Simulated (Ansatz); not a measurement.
Consider KCrF3 (P4/mmm).

```xyz
5
Lattice="-4.0936 0.0000 0.0000 0.0000 -4.0936 0.0000 0.0000 0.0000 4.6006" Properties=species:S:1:pos:R:3 pbc="T T T"
K    -2.0468   -2.0468    2.3003
Cr    0.0000    0.0000    0.0000
F     0.0000    0.0000    2.3003
F     0.0000   -2.0468    0.0000
F    -2.0468    0.0000    0.0000
```

The cell and positions are those that the Materials Project relaxed with its own functionals (PBE, PBE+U or r2SCAN), kept fixed. PAW set soft_2, made with PBE.

A constrained-RPA run (Ansatz 0.2.0; non-magnetic LDA; Cr d + anion p, bands v11 to c3, 4×4×4 mesh, medium accuracy) builds 14 functions on bands 11 eV wide, with 22.0 electrons in the window. The bare on-site interaction is 20.4 eV and the bare J 0.71 eV.

**Question.** What U and J survive the screening?

On the Cr d shell, U = 9.77 eV (48 % of the bare value), U′ = 8.59 eV, J = 0.59 eV.

The parent state is non-magnetic and the interaction static (zero frequency); U depends on the window and the orbitals, so it belongs to this model alone. A window that holds the anion p bands defines a model with explicit ligands; its U belongs to that model and is not the U of DFT+U.

[Paths, hosts, dates, memory and timing lines, banners, echoed tables and standing remarks are left out of the program output.]

[Logs are printed without paths, hosts, clocks, repeated set-up lines and the standing remarks that a program may print on its own settings, such as how far it seeks lower states.]

[Runs of the session that timed out or met a known fault of the program may be left out.]

[Hosts, paths, dates, database ids (printed as entryN), source tags and the programs' standing remarks are cut or masked in the printed files.]
